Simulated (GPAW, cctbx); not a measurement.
# (NaCl)2(CaS)2: deformation density and structure factors from DFT

Aim: compute the bonding part of the density of (NaCl)2(CaS)2, find which reflections carry it, and see how it biases an ordinary refinement.

The cell is a (NaCl)2(CaS)2 superlattice along [001] of the rock-salt type, started at the mean lattice constant and relaxed freely, with no substrate. All numbers below are calculated.

## 1. Relax the structure

The density hangs on the geometry, so cell and atoms are relaxed first, with the symmetry held. The cutoff is set higher than for the density because stress converges slowly with plane waves.

Settings: GPAW 26.7.0, PBE, 570 eV, 6×6×2 k-points (along the axes of the calculation cell), Fermi–Dirac width 0.05 eV, BFGS to 0.03 eV/Å.

```text
cell
1.0
     4.037579721    0.000000000    0.000000000
     0.000000000    4.037579721    0.000000000
     0.000000000    0.000000000   11.420000000
Na Cl Ca S
2 2 2 2
Direct
0.500000000 0.000000000 0.875000000
0.000000000 0.500000000 0.125000000
0.000000000 0.500000000 0.875000000
0.500000000 0.000000000 0.125000000
0.500000000 0.000000000 0.375000000
0.000000000 0.500000000 0.625000000
0.000000000 0.500000000 0.375000000
0.500000000 0.000000000 0.625000000
```

```console
$ OMP_NUM_THREADS=1 mpirun -n 4 gpaw python run.py > gpaw.log
```

```text
BFGS:    0      -34.246933        0.237435
BFGS:    1      -34.249877        0.210020
BFGS:    2      -34.262300        0.037638
BFGS:    3      -34.262535        0.027834
cell  4.0347 4.0347 11.4238  90.00 90.00 90.00
volume 185.966 A^3, largest force 0.028 eV/A, largest stress 0.15 GPa
```

After 3 steps the volume has changed by -0.1 % and the energy by -0.016 eV; the largest stress left is 0.15 GPa. It took 72 s on 4 cores of Arm Neoverse V2 (shared host), peak memory 1.2 GiB.

Relaxed structure: P4/nmm (no. 129, origin choice 1), a = 4.0347 Å, b = 4.0347 Å, c = 11.4238 Å, α = 90.00°, β = 90.00°, γ = 90.00°.

| atom | mult. | x | y | z |
| --- | --- | --- | --- | --- |
| Ca1 | 2 | 1/2 | 0 | 0.3780 |
| Cl1 | 2 | 0 | 1/2 | 0.8771 |
| S1 | 2 | 0 | 1/2 | 0.3738 |
| Na1 | 2 | 1/2 | 0 | 0.8735 |

## 2. The all-electron density

X-rays see the whole electron density, so the PAW density is rebuilt with its core regions. Subtracting spherical free atoms from the same code cancels the cores and leaves the deformation density Δρ, the part due to bonding.

Settings: PBE, 450 eV, 6×6×3 k-points (along the axes of the calculation cell), Fermi–Dirac width 0.05 eV; primitive cell of 8 atoms.

```console
$ OMP_NUM_THREADS=1 mpirun -n 4 gpaw python run.py > gpaw.log
```

```text
|iter:   1|       0s |  -34.615514 | -0.09 |       |
|iter:   2|       1s |  -34.619809 | -1.47 | -1.21 |
|iter:   3|       2s |  -34.230613 | -1.44 | -1.25 |
...
|iter:   8|       7s |  -34.201629c| -5.86 | -3.37 |
|iter:   9|       7s |  -34.201632c| -7.02 | -3.96 |
|iter:  10|       8s |  -34.201632c| -7.56c| -4.61c|
```

```text
grid (40, 40, 112)  electrons 128.000  moved by bonding 1.636 e
deformation density beyond 0.5 A of the nuclei: max 0.102, min -0.033 e/A^3
atom        x       y       z   Voronoi charge  moment
Ca1    0.5000  0.0000  0.3780      0.263       0.00
Ca2    0.0000  0.5000  0.6220      0.263       0.00
Cl3    0.0000  0.5000  0.8771     -0.187       0.00
Cl4    0.5000  0.0000  0.1229     -0.187       0.00
S 5    0.0000  0.5000  0.3738     -0.347       0.00
S 6    0.5000  0.0000  0.6262     -0.347       0.00
Na7    0.5000  0.0000  0.8735      0.271       0.00
Na8    0.0000  0.5000  0.1265      0.271       0.00
mean inner potential of superposed free atoms 12.413 V
total magnetic moment 0.000 muB
```

Deformation density in a plane through the shortest contact of the S atom at the origin, in 0.01 e/Å³ (clipped at ±99); x from -1.6 to 4.4 Å, y from 2.4 down to -2.4 Å:

```text
  3   0   0   3   4   5   0  -1   1   4   2   0   1   4   2   0
  0  -2  -2   1   3   0  -2  -2  -1   2   4   5   4   2   1  -1
 -1  -2  -1   1   2   1  -1  -2  -1   0   1   2   2   1  -1  -1
 -2  -1   1   4   5   4   1   0  -1  -1  -1   0  -1  -1  -1  -1
 -1   1   4   5   5   5   4   2   0  -2  -2  -1  -2  -2  -1   0
  1   4   5  -1   .   0   4   3   0  -2  -1   .   0  -1  -1   2
  2   5   5   .   .   .   4   4   1  -1   .   .   .  -1   0   2
  1   4   5  -1   .   0   4   3   0  -2  -1   .   0  -1  -1   2
 -1   1   4   5   5   5   4   2   0  -2  -2  -1  -2  -2  -1   0
 -2  -1   1   4   5   4   1   0  -1  -1  -1   0  -1  -1  -1  -1
 -1  -2  -1   1   2   1  -1  -2  -1   0   1   2   2   1  -1  -1
  0  -2  -2   1   3   0  -2  -2  -1   2   4   5   4   2   1  -1
  3   0   0   3   4   5   0  -1   1   4   2   0   1   4   2   0
```

Atoms in or within 0.15 Å of the plane: S (0.0, 0.0), Na (2.8, 0.0) Å. Dots mark points within about 0.45 Å of a nucleus; large values next to them are atomic features.

S gains most (-0.35 e) and Na loses most (+0.27 e), which isn't the order of electronegativity: valence and coordination count too, and Voronoi cells cut space at the midplane whatever the atoms' sizes. Such charges fall far short of formal ones, since overlapping free atoms already put density on their neighbours. Along the shortest contact from the S atom at the map's origin, S–Na at 2.82 Å, Δρ is +0.02 e/Å³ at the midpoint and highest, +0.05, 1.03 Å from S (points within 0.5 Å of a nucleus left out): little piles up between the atoms. At the midpoints of other shortest contacts it is +0.03 (Ca–S, 2.84 Å), +0.01 (Cl–Na, 2.85 Å) and +0.01 (Ca–Cl, 2.91 Å) e/Å³. Point values carry grid noise of about 0.01 e/Å³. The run needed 10 iterations, 13 s.

## 3. Structure factors

The Fourier components of Δρ, added to those of the free atoms, give the static X-ray structure factors; the Mott–Bethe relation turns them into the Fourier components V of the potential that fast electrons feel.

```text
static structure factors of the conventional cell: F in electrons, V (Mott-Bethe) in volts
   h  k  l      d  |F| table  |F| free   |F| DFT   change   |V| free  |V| DFT  change %
   0  0  1 11.4238    10.921    10.974    11.141    0.167     1.690    1.153    -31.7
   0  0  2  5.7119     1.348     1.352     1.372    0.020     0.124    0.108    -13.0
   0  0  3  3.8079     7.976     8.024     8.349    0.325     0.965    0.849    -12.0
   1  0  1  3.8044    10.413    10.446    10.409   -0.037     0.899    0.912      1.5
   1  0  2  3.2955     2.803     2.820     3.544    0.723     0.320    0.127    -60.5
   0  0  4  2.8559    96.378    96.405    97.259    0.853     6.313    6.142     -2.7
   1  1  0  2.8530    96.484    96.511    97.313    0.802     6.317    6.156     -2.5
   1  0  3  2.7693    12.727    12.759    12.874    0.115     0.915    0.893     -2.4
   1  1  1  2.7680     7.632     7.678     7.836    0.159     0.722    0.692     -4.2
   1  1  2  2.5523     1.070     1.071     1.087    0.016     0.070    0.067     -3.7
   1  0  4  2.3311     0.860     0.862     0.835   -0.027     0.057    0.060      6.4
   0  0  5  2.2848     7.606     7.656     7.764    0.108     0.583    0.569     -2.4
   1  1  3  2.2832     6.469     6.528     6.529    0.001     0.539    0.539     -0.0
   1  1  4  2.0184    82.563    82.567    82.485   -0.082     4.543    4.551      0.2
```

The largest X-ray change is +0.85 e on 004, 0.9 % of |F|. For electrons V goes as (Z − F)/g², so a change of F counts against Z − F, which is small at low angle and wherever the atoms' terms cancel: |V| of 102 moves by -60.5 % (0.32 to 0.13 V) against +25.6 % in |F|. These compare absolute values; so weak a component may also change sign. The tabulated Hartree–Fock atoms differ from the free DFT atoms by up to 0.06 e, so the choice of reference atom matters too.

## 4. Convergence

Cheaper settings are set against the first, tightest run to find what the result needs. Some rows differ from it in more than one setting, so each label gives them all, and single effects show between rows that share the rest.

| run | ΔF 004 (e) | ΔF 110 (e) | ΔF 102 (e) | q(S) (e) | moved (e) | time |
| --- | --- | --- | --- | --- | --- | --- |
| 450 eV 6×6×3 | +0.853 | +0.802 | +0.723 | -0.347 | 1.636 | 13 s |
| 250 eV 5×5×2 | +0.838 | +0.787 | +0.736 | -0.351 | 1.580 | 6.2 s |
| 350 eV 5×5×2 | +0.850 | +0.799 | +0.724 | -0.348 | 1.620 | 9.8 s |

Within 0.02 e of the base on all three: 250 eV 5×5×2 and 350 eV 5×5×2. The largest error, 0.015 e, comes with 250 eV 5×5×2. Times are from shared hosts.

## 5. Refining ordinary atoms against data with bonding

Routine crystallography fits spherical atoms. To see the bias, intensities are simulated from tabulated atoms plus the DFT change ΔF, so that bonding alone can misfit (8386 reflections of the full sphere, merged to the counts below, to 0.45 Å, 0.5 % proportional noise plus counting noise, assumed isotropic U as listed, Δρ smeared by the mean U) and refined with cctbx over different ranges.

| range | data | R1 | GooF | U Ca1 (true 0.0106) | U Cl1 (true 0.0111) | U S1 (true 0.0113) | U Na1 (true 0.0126) | largest shift (Å) | Δρ max, min (e/Å³) |
| --- | --- | --- | --- | --- | --- | --- | --- | --- | --- |
| all data | 695 | 0.0092 | 1.10 | 0.0106 | 0.0111 | 0.0112 | 0.0126 | 0.0002 | 0.27, -0.23 |
| low resolution, d > 0.84 | 130 | 0.0066 | 1.51 | 0.0108 | 0.0112 | 0.0113 | 0.0126 | 0.0005 | 0.09, -0.08 |
| high order, d < 0.75 | 520 | 0.0114 | 0.98 | 0.0106 | 0.0111 | 0.0113 | 0.0126 | 0.0002 | 0.21, -0.19 |
| occupancies free, d > 0.7 | 212 | 0.0069 | 1.27 | 0.0105 | 0.0113 | 0.0114 | 0.0122 | 0.0003 | 0.10, -0.09 |

With all data GooF is 1.10, diluted by the many high-angle data; the misfit shows at low resolution; the top residual peak lies 0.41 Å from S and 2.42 Å from Ca. No U is off by more than 3 s.u. at low resolution. With Ca1 held at 1 and the scale free, the other occupancies refine to Cl1 1.007(0.002), S1 1.008(0.002) and Na1 0.996(0.002), on sites that are all full: they absorb part of the misfit, and only ratios to the fixed site mean anything.

## 6. Answer

Bonding moves 1.64 e in the primitive cell of (NaCl)2(CaS)2 and changes the structure factors of the conventional cell in the table above by at most 0.85 e (004, 0.9 %), and among reflections above 2 % of the strongest by up to 25.6 % (102). The shortest bond, S–Na, has Δρ = +0.02 e/Å³ at its midpoint. Within 0.02 e of the base on all three: 250 eV 5×5×2 and 350 eV 5×5×2. The largest error, 0.015 e, comes with 250 eV 5×5×2. With all data GooF is 1.10, diluted by the many high-angle data. Limits: static density, frozen cores, no spin–orbit coupling.

[Outputs are excerpts: Python notices, other lines and further rows are left out; steps that failed or that the build refused (PBEsol, TPSS) are not shown.]

[Logs are printed without paths, hosts, clocks, repeated set-up lines and the standing remarks that a program may print on its own settings, such as how far it seeks lower states.]
